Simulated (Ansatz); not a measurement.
**Starting-point dependence of the GW gap of NaCl (Halite)**

Aim: G0W0 for NaCl (Halite) on several starting functionals, at one mesh, band count and screening cutoff.

Program: Ansatz 0.2.0. Level of theory: G0W0 on several functionals, plane waves, PAW. Results are calculated unless marked as measured.

### Step 1. The structure

The structure is cubic, space group Fm-3m (No. 225). The conventional cell has a = 5.640 Å, b = 5.640 Å, c = 5.640 Å, α = 90.00°, β = 90.00°, γ = 90.00°. Nearest to Na lie 6 Cl at 2.82 Å. Nearest to Cl lie 6 Na at 2.82 Å. Farther neighbours and most contacts between anions are not listed.

Structure file:

```cif
data_structure
_symmetry_space_group_name_H-M 'P 1'
_symmetry_Int_Tables_number 1
_cell_length_a 3.9882
_cell_length_b 3.9882
_cell_length_c 3.9882
_cell_angle_alpha 60.000
_cell_angle_beta 60.000
_cell_angle_gamma 60.000
_cell_volume 44.85
loop_
_atom_site_label
_atom_site_type_symbol
_atom_site_fract_x
_atom_site_fract_y
_atom_site_fract_z
_atom_site_occupancy
Na1 Na 0.00000 0.00000 0.00000 1
Cl2 Cl 0.50000 0.50000 0.50000 1
```

The cell and positions come from the Crystallography Open Database and are kept as given unless a step says otherwise.

### Step 2. G0W0 on LDA

G0W0 replaces the xc potential by the self-energy, built once from these orbitals. Only a window of levels is corrected, while the sums run over the empty bands that the input names. This step takes PAW set soft_1 files.

This step: G0W0 on LDA, plane waves, PAW; PAW set soft_1.

Contents of input.yaml:

```yaml
crystal:
  lattice:
    - [0.0, 2.82005, 2.82005]
    - [2.82005, 0.0, 2.82005]
    - [2.82005, 2.82005, 0.0]
  atoms:
    - { symbol: Na, position: [0.0, 0.0, 0.0] }
    - { symbol: Cl, position: [0.5, 0.5, 0.5] }
kpoints:
  mp_grid: { grid: [6, 6, 6] }
hamiltonian:
  xc: lda
  pseudopotentials: { kind: paw, azcp: { folder: soft_1 }, xc_functional: pbe }
scf:
  occupations: { method: fixed }
gw:
  n_empty_bands: 101
  ecut_chi: 100
  qp_bands: [v2, c2]
  qp_kpoints: band_edges
  screening: { model: contour_deformation }
```

On the command line:

```bash
> ansatz run input.yaml --threads 2 --pin off --max-ram 73728MiB --backend cuda --events-out ev --progress --plain --runs-dir out --devices 1 --max-vram 13GiB
```

Numbers of over 12 decimals in the logs are rounded to 6 here.

Output:

```text
GPUs: using 1 of 1 available (devices: 1).
Engine: ansatz 0.2.0, x86_64-unknown-linux-gnu
Pseudopotentials: kind: paw
Pseudopotential: Na, paw, valence charge 9, recommended cutoff 420 eV (normal), soft_1/Na.paw.azcp
Pseudopotential: Cl, paw, valence charge 7, recommended cutoff 420 eV (normal), soft_1/Cl.paw.azcp
Functional definition: SPW92
  exchange = slater_x
  correlation = pw_c
device memory: the entry about to start is reckoned to put 0.4 GiB on a device that reports 44.4 GiB free (of which the cap on the GPU budget leaves the run 13.0 GiB)
GPU FFT provider: cuFFT
GPU libraries: cuBLAS 13.8.2, cuFFT 12.4.0, cuSOLVER 12.3.4
Crystal: 2 atoms, lattice volume = 44.854 Å³
Basis set: ecut = 420 eV, 893 PW (Γ)
Bands: 12, of which v1, the nominal top of the filled ones, is band 8 counted from 1 (7 counted from 0)
Symmetry: 48 space group operations
Space group: Fm-3m (ITA 225), of the structure as read, at distance tolerance 3.6e-5 Å
k-points: 16 of 216
Non-local potential: Na, projectors of the file, l = 0: 3, l = 1: 2, l = 2: 1
Non-local potential: Cl, projectors of the file, l = 0: 2, l = 1: 2, l = 2: 1
PAW form: soft (Blöchl's): semilocal exchange-correlation on the pseudo side does not see the compensation charge
PAW frozen core: Na, regenerated for the run's functional, and the local potential with it (the file was generated under x = pbe(κ = 0.804, μ = 0.219515), c = pbe(β = 0.066725))
PAW frozen core: Cl, regenerated for the run's functional, and the local potential with it (the file was generated under x = pbe(κ = 0.804, μ = 0.219515), c = pbe(β = 0.066725))
PAW one-centre angular grid: Na, 110 points (default); XC on 64 Gauss nodes
PAW one-centre angular grid: Cl, 110 points (default); XC on 64 Gauss nodes
Initial density: superposition of atomic densities (chi_scale 0.1, normalization cell, long waves kept (reshape's long-wave potential 0.00 eV rms))
Initial wavefunctions: pseudopotential atomic-orbital guess
GPU buffer pool allocated for 19683 grid points (all kernels)
GPU transforms: local potential and band sums: pruned to the plane-wave sphere, on 25×27×27
Functional: x = slater, c = lda
SCF iter   1: F=—  HF=-2515.293689 eV  |F-HF|=—  |Δ(HF+E_count)|=         —  Δρ=7.11e-2  dr2=2.00e0  ethr=3.10e-3  ⟨swp⟩=4.5  Hψ=1116  notcnv=0  defer=28
preconditioner: auto → none  [insulator: Δε(μ)=3.627 eV  Ē_g=12.435 eV  n_scr=14 (ndim 8)  ℏωp=15.7 eV  f_vac=0.000  ε∞_Penn≈2.6]
SCF iter   2: F=—  HF=-2514.343793 eV  |F-HF|=—  |Δ(HF+E_count)|=   9.50e-1  Δρ=1.51e-2  dr2=1.20e-1  ethr=3.10e-3  ⟨swp⟩=3.0  Hψ=567  notcnv=0  defer=15
SCF iter   3: F=—  HF=-2514.304177 eV  |F-HF|=—  |Δ(HF+E_count)|=   3.96e-2  Δρ=5.65e-3  dr2=1.41e-2  ethr=7.49e-4  ⟨swp⟩=2.6  Hψ=306  notcnv=0  defer=30
SCF iter   4: F=—  HF=-2514.299543 eV  |F-HF|=—  |Δ(HF+E_count)|=   4.63e-3  Δρ=1.11e-3  dr2=7.29e-4  ethr=8.82e-5  ⟨swp⟩=2.7  Hψ=368  notcnv=0  defer=30
SCF iter   5: F=—  HF=-2514.299527 eV  |F-HF|=—  |Δ(HF+E_count)|=   1.68e-5  Δρ=1.42e-4  dr2=5.80e-6  ethr=4.56e-6  ⟨swp⟩=2.8  Hψ=337  notcnv=0  defer=30
SCF iter   6: F=-2514.299533 eV  HF=-2514.299533 eV  |F-HF|=4.05e-9  |Δ(HF+E_count)|=   5.97e-6  Δρ=7.10e-6  dr2=1.37e-8  ethr=6.25e-10  ⟨swp⟩=5.2  Hψ=1123  notcnv=0
SCF 1 converged in 6 iterations: F = -2514.299533 eV  dr2 = 1.37e-8
  greatest PAW one-centre occupation: 0.999 electrons in one spin orbital (limit 2), on the Na atom at site 0 (counted from 0), in its partial waves of l = 0
device memory: the entry about to start is reckoned to put 0.5 GiB on a device that reports 44.4 GiB free (of which the cap on the GPU budget leaves the run 13.0 GiB)
NSCF: frozen V_eff on 16 k-points, pencils in batches of 32, up to order 48
the band table was solved once the SCF had ended and its energy, with any forces and stress, was formed, with the checks that follow a solve (1312 applications of the Hamiltonian). They found nothing against the state; the energy, forces and stress were not computed again (output.eigenvalues in the input reference)
device memory: the entry about to start is reckoned to put 1.2 GiB on a device that reports 44.4 GiB free (of which the cap on the GPU budget leaves the run 13.0 GiB)
NSCF: frozen V_eff on 16 k-points
G₀W₀ screening: q 1/16
[... further progress lines ...]
device memory: the entry about to start is reckoned to put 0.3 GiB on a device that reports 53.1 GiB free (of which the cap on the GPU budget leaves the run 13.0 GiB)
NSCF: frozen V_eff on 1 k-points
device memory: the entry about to start is reckoned to put 0.3 GiB on a device that reports 53.1 GiB free (of which the cap on the GPU budget leaves the run 13.0 GiB)
NSCF: frozen V_eff on 1 k-points
SCF converged after 6 iterations
Free energy (F): -2514.299533 eV
Harris-Foulkes:  -2514.299533 eV  (|F-HF|=4.05e-9)
Internal energy: -2514.299533 eV  (E = F + TS)
E sigma→0 (E₀):  -2514.299533 eV
Fermi energy:    0.802132 eV
--- Per-component energies (eV) ---
  E_band       = -238.248727
  E_kinetic    = 266.131200
  E_local      = -1678.108598  (includes V_loc(G=0)·N_el)
  E_nonlocal   = 311.790990
  E_hartree    = 564.291279
  E_xc         = -142.855404
  E_vxc        = -163.669886  (∫ρ·V_xc dr)
  E_paw        = -899.743444  (= ΣΔE_a)
  E_vpaw       = -102.977384  (= ΣTr[D̂ρ^β])
  E_aug_tail   = 0.000114  (compensation charges beyond the density's cutoff)
  E_ewald      = -936.137051
  E_core_change = 0.331382  (= ΣΔE_core)
  E_smearing   = -0.000000  (= −TS)
  E_closure    = -0.000000  (closes the sum)
  Σ components = -2514.299533   (vs F -2514.299533, Δ=0.00e0)
--- Band table (eV; the first three rows and the last of 16) ---
  k-point 0: bands = [... 4 lower, -11.8026, 0.8021, 0.8021, 0.8021, 5.4960, 11.5596, 11.5596, 11.5596]
  k-point 1: bands = [... 4 lower, -11.7189, 0.1608, 0.7304, 0.7304, 6.3349, 10.7632, 11.8365, 11.8365]
  k-point 2: bands = [... 4 lower, -11.5440, -0.8088, 0.5938, 0.5938, 7.4611, 10.5255, 11.6299, 11.6299]
  k-point 15: bands = [... 4 lower, -11.3892, -0.7018, -0.1525, 0.0521, 8.8129, 9.3376, 10.9423, 12.4641]
--- G₀W₀: contour deformation, 6 samples at zero and on the imaginary axis and 3 off it, 216 q-points, 101 empty bands' worth ---
  eigenvalues of the whole cell's RPA ε∞ on this k-mesh (on a slab, of 1 + 4πα/V) = 2.4576, 2.4576, 2.4576; static W/v taken at q = 0 is 0.406895
  bands read: the sum over 109 bands ends inside a degenerate multiplet in 4 slots, whose members it reads at an even weight; the widest, k=0: bands 109 to 111 (counted from 1) at 1/3 each
  gw.qp_kpoints: band_edges: 13 of 16 stored k-points solved, in 1 pass; an edge of the gap read off the rows below is read off those points alone
    valence top: of the k-points left out ik 10 came nearest to being solved in a further pass, in band 8 (counted from 1, as in the quasiparticle table): it holds the edge there only if its correction is more favourable than any solved in that band by at least 0.540 eV; those differ by 0.092 eV
    conduction bottom: of the k-points left out ik 10 came nearest to being solved in a further pass, in band 9 (counted from 1, as in the quasiparticle table): it holds the edge there only if its correction is more favourable than any solved in that band by at least 2.910 eV; those differ by 0.285 eV
    ik  band        ε_KS         Σx   Σc(E_QP)       V_xc       Z   E_QP_lin       E_QP  E_QP is
     0     7      0.8021   -21.0503     2.5627   -16.8679  0.7931    -0.8496    -0.8176  root
     0     8      0.8021   -21.0503     2.5627   -16.8679  0.7931    -0.8496    -0.8176  root
     0     9      5.4960    -5.4519    -3.2206    -9.9462  0.8540     6.7824     6.7697  root
     0    10     11.5596    -3.6226    -3.6875    -8.8297  0.8383    13.1066    13.0791  root
     1     7      0.7304   -20.9503     2.5785   -16.7401  0.7926    -0.9343    -0.9013  root
     1     8      0.7304   -20.9503     2.5785   -16.7401  0.7926    -0.9343    -0.9013  root
     1     9      6.3349    -6.1256    -3.2590   -10.6929  0.8478     7.6575     7.6432  root
     1    10     10.7632    -3.7181    -3.6235    -8.7544  0.8381    12.1998    12.1760  root
     2     7      0.5938   -20.7733     2.6100   -16.5094  0.7918    -1.0948    -1.0601  root
     2     8      0.5938   -20.7733     2.6100   -16.5094  0.7918    -1.0948    -1.0601  root
     2     9      7.4611    -5.2549    -3.3411    -9.9234  0.8471     8.8045     8.7885  root
     2    10     10.5255    -5.6117    -3.8032   -10.9112  0.8245    12.0529    12.0218  root
     3     7      0.5287   -20.6941     2.6254   -16.4046  0.7913    -1.1712    -1.1355  root
     3     8      0.5287   -20.6941     2.6254   -16.4046  0.7913    -1.1712    -1.1355  root
     3     9      7.6793    -4.3822    -3.2905    -8.9587  0.8511     8.9800     8.9652  root
     3    10     11.0668    -7.0972    -4.1186   -12.8301  0.8081    12.7260    12.6811  root
     4     7      0.6305   -20.8418     2.5967   -16.5995  0.7923    -1.0493    -1.0152  root
     4     8      0.6305   -20.8418     2.5967   -16.5995  0.7923    -1.0493    -1.0152  root
     4     9      6.6097    -6.3535    -3.2901   -10.9767  0.8455     7.9580     7.9428  root
     4    10     10.3145    -3.1759    -3.5230    -8.0597  0.8441    11.6953    11.6752  root
     5     7      0.4434   -20.5519     2.6257   -16.2564  0.7915    -1.2627    -1.2264  root
     5     8      0.4849   -20.6784     2.6298   -16.3803  0.7915    -1.2194    -1.1834  root
     5     9      7.7431    -6.1266    -3.4321   -10.9617  0.8413     9.1650     9.1461  root
     5    10      9.8333    -3.9154    -3.5085    -8.7893  0.8414    11.2189    11.1987  root
[...]
12     7      0.1799   -20.4223     2.6990   -16.0113  0.7898    -1.5721    -1.5322  root
    12     8      0.1799   -20.4223     2.6990   -16.0113  0.7898    -1.5721    -1.5322  root
    12     9      7.9490    -4.7522    -3.4082    -9.7195  0.8533     9.5297     9.5080  root
    12    10      8.5089    -3.1085    -3.2674    -7.6351  0.8529     9.7823     9.7681  root
    13     7      0.0216   -20.0766     2.7040   -15.6502  0.7896    -1.7424    -1.7009  root
    13     8      0.3598   -20.4787     2.6472   -16.1491  0.7908    -1.3600    -1.3226  root
    13     9      8.7991    -6.0679    -3.5820   -11.1565  0.8369    10.3301    10.3057  root
    13    10      9.6314    -4.0628    -3.4660    -8.8750  0.8415    10.9967    10.9775  root
```

Elapsed: 21 s, on 1 × NVIDIA H100 80GB HBM3 (shared by 6 runs) with 2 threads of AMD EPYC 7R13 (Zen 3), shared host; peak memory 1.1 GiB; 27 s of CPU time.

The column dr2 measures how far the density is from self-consistency, as an energy; F and HF (Harris–Foulkes) agree once it is small.

Numbers from this step:

- bands summed: 109
- RPA ε∞ on this mesh (eigenvalues): 2.458, 2.458, 2.458
- plane waves in the screening matrix: 113
- q-points in the mesh: 216
- G0W0 gap on the mesh: 7.587 eV
- k of the valence top: 0, 0, 0
- k of the conduction bottom: 0, 0, 0
- starting gap on the mesh: 4.694 eV
- Z at the valence top: 0.7931
- Z at the conduction bottom: 0.8540
- least direct G0W0 gap on the computed points: 7.587 eV

The gap on the mesh goes from 4.69 eV to 7.59 eV, a correction of +2.89 eV. Between the two edge states, bare exchange in place of the xc potential would open the gap by 8.68 eV, and correlation takes back 5.78 eV.

### Step 3. G0W0 on PBEsol

One-shot GW remembers its start. Another functional's orbitals and levels show by how much.

This step: G0W0 on PBEsol, plane waves, PAW; PAW set soft_1.

Changes to input.yaml since step 2:

```diff
@@ -11,3 +11,3 @@
 hamiltonian:
-  xc: lda
+  xc: pbesol
   pseudopotentials: { kind: paw, azcp: { folder: soft_1 }, xc_functional: pbe }
```

Output:

```text
GPUs: using 1 of 1 available (devices: 1).
[...]
GPU FFT provider: cuFFT
GPU libraries: cuBLAS 13.8.2, cuFFT 12.4.0, cuSOLVER 12.3.4
Crystal: 2 atoms, lattice volume = 44.854 Å³
Basis set: ecut = 420 eV, 893 PW (Γ)
Bands: 12, of which v1, the nominal top of the filled ones, is band 8 counted from 1 (7 counted from 0)
Symmetry: 48 space group operations
[...]
k-points: 16 of 216
[...]
GPU buffer pool allocated for 19683 grid points (all kernels)
[...]
SCF iter   1: F=—  HF=-2541.283318 eV  |F-HF|=—  |Δ(HF+E_count)|=         —  Δρ=7.33e-2  dr2=2.03e0  ethr=3.10e-3  ⟨swp⟩=4.5  Hψ=1116  notcnv=0  defer=28
[...]
SCF iter   7: F=-2540.286263 eV  HF=-2540.286263 eV  |F-HF|=2.29e-9  |Δ(HF+E_count)|=   1.34e-7  Δρ=2.99e-6  dr2=1.46e-9  ethr=6.25e-10  ⟨swp⟩=6.6  Hψ=1004  notcnv=0
SCF 1 converged in 7 iterations: F = -2540.286263 eV  dr2 = 1.46e-9
[...]
NSCF: frozen V_eff on 16 k-points, pencils in batches of 32, up to order 48
[...]
NSCF: frozen V_eff on 16 k-points
G₀W₀ screening: q 1/16
[... further progress lines ...]
[...]
SCF converged after 7 iterations
Free energy (F): -2540.286263 eV
[...]
Internal energy: -2540.286263 eV  (E = F + TS)
E sigma→0 (E₀):  -2540.286263 eV
Fermi energy:    0.988081 eV
[...]
--- Band table (eV; the first three rows and the last of 16) ---
  k-point 0: bands = [... 4 lower, -11.6523, 0.9881, 0.9881, 0.9881, 5.9251, 11.8861, 11.8861, 11.8861]
  k-point 1: bands = [... 4 lower, -11.5704, 0.3698, 0.9176, 0.9176, 6.7476, 11.0994, 12.1668, 12.1668]
  k-point 2: bands = [... 4 lower, -11.3995, -0.5784, 0.7835, 0.7835, 7.8511, 10.8995, 11.9861, 11.9861]
  k-point 15: bands = [... 4 lower, -11.2485, -0.4831, 0.0552, 0.2586, 9.2570, 9.6688, 11.2929, 12.8753]
[...]
0     7      0.9881   -21.0673     2.5608   -16.7206  0.7975    -0.8355    -0.7978  root
     0     8      0.9881   -21.0673     2.5608   -16.7206  0.7975    -0.8355    -0.7978  root
     0     9      5.9251    -5.3206    -3.1423    -9.4416  0.8575     6.9109     6.9039  root
     0    10     11.8861    -3.6583    -3.5825    -8.5754  0.8424    13.2402    13.2206  root
     1     7      0.9176   -20.9699     2.5763   -16.5947  0.7971    -0.9201    -0.8813  root
     1     8      0.9176   -20.9699     2.5763   -16.5947  0.7971    -0.9201    -0.8813  root
     1     9      6.7476    -5.9537    -3.1810   -10.1671  0.8517     7.7883     7.7800  root
     1    10     11.0994    -3.7096    -3.5173    -8.4377  0.8424    12.3260    12.3101  root
[...]
13     7      0.2258   -20.1240     2.7020   -15.5181  0.7943    -1.7269    -1.6780  root
    13     8      0.5559   -20.5140     2.6449   -16.0121  0.7954    -1.3452    -1.3012  root
    13     9      9.2096    -5.9352    -3.4756   -10.6500  0.8411    10.4640    10.4488  root
    13    10      9.9636    -4.0220    -3.3659    -8.5270  0.8456    11.1153    11.1027  root
```

The job ended after 13 s (1 × NVIDIA H100 80GB HBM3 (shared by 6 runs) with 2 threads; peak memory 1.1 GiB).

Numbers from this step:

```
bands summed                                 : 109
RPA ε∞ on this mesh (eigenvalues)            : 2.389, 2.389, 2.389
plane waves in the screening matrix          : 113
q-points in the mesh                         : 216
G0W0 gap on the mesh                         : 7.702 eV
k of the valence top                         : 0, 0, 0
k of the conduction bottom                   : 0, 0, 0
starting gap on the mesh                     : 4.937 eV
Z at the valence top                         : 0.7975
Z at the conduction bottom                   : 0.8575
least direct G0W0 gap on the computed points : 7.702 eV
```

Against the run with 6×6×6 mesh, 101 empty bands, screening to 100 eV, PAW set soft_1 files on LDA, the gap moves by +0.11 eV, while the start moved by +0.24 eV.

### Step 4. G0W0 on PBE

This step: G0W0 on PBE, plane waves, PAW; PAW set soft_1.

Changes to input.yaml since step 3:

```diff
@@ -11,4 +11,4 @@
 hamiltonian:
-  xc: pbesol
-  pseudopotentials: { kind: paw, azcp: { folder: soft_1 }, xc_functional: pbe }
+  xc: pbe
+  pseudopotentials: { kind: paw, azcp: { folder: soft_1 } }
 scf:
```

Output:

```text
GPUs: using 1 of 1 available (devices: 1).
[...]
GPU FFT provider: cuFFT
GPU libraries: cuBLAS 13.8.2, cuFFT 12.4.0, cuSOLVER 12.3.4
Crystal: 2 atoms, lattice volume = 44.854 Å³
Basis set: ecut = 420 eV, 893 PW (Γ)
Bands: 12, of which v1, the nominal top of the filled ones, is band 8 counted from 1 (7 counted from 0)
Symmetry: 48 space group operations
[...]
k-points: 16 of 216
[...]
1    10     11.3201    -3.7296    -3.4507    -8.2871  0.8456    12.4394    12.4269  root
[...]
13     7      0.3035   -20.2016     2.6730   -15.5864  0.7976    -1.6878    -1.6387  root
    13     8      0.6234   -20.5772     2.6149   -16.0774  0.7986    -1.3053    -1.2615  root
    13     9      9.4006    -5.8862    -3.4216   -10.4726  0.8445    10.5782    10.5654  root
    13    10     10.2021    -4.0071    -3.3019    -8.3234  0.8487    11.2260    11.2165  root
[key lines of the parts left out:]
SCF converged after 7 iterations
Free energy (F): -2569.553062 eV
Fermi energy:    1.045392 eV
```

Elapsed: 12 s, on 1 × NVIDIA H100 80GB HBM3 (shared by 6 runs) with 2 threads; peak memory 1.1 GiB.

This step gave:

```
bands summed                                 : 109
RPA ε∞ on this mesh (eigenvalues)            : 2.337, 2.337, 2.337
plane waves in the screening matrix          : 113
G0W0 gap on the mesh                         : 7.765 eV
k of the valence top                         : 0, 0, 0
k of the conduction bottom                   : 0, 0, 0
starting gap on the mesh                     : 5.108 eV
least direct G0W0 gap on the computed points : 7.765 eV
```

Against the run with 6×6×6 mesh, 101 empty bands, screening to 100 eV, PAW set soft_1 files on PBEsol, the gap moves by +0.06 eV, while the start moved by +0.17 eV.

[end of part 1 of 2]

[Paths, hosts, dates, memory and timing lines, banners, echoed tables and standing remarks are left out of the program output.]

[Logs are printed without paths, hosts, clocks, repeated set-up lines and the standing remarks that a program may print on its own settings, such as how far it seeks lower states.]

[Runs of the session that timed out or met a known fault of the program may be left out.]

[Cells called generated may have been cut or substituted from an entry of the Crystallography Open Database or the Materials Project.]

[Hosts, paths, dates, database ids (printed as entryN), source tags and the programs' standing remarks are cut or masked in the printed files.]
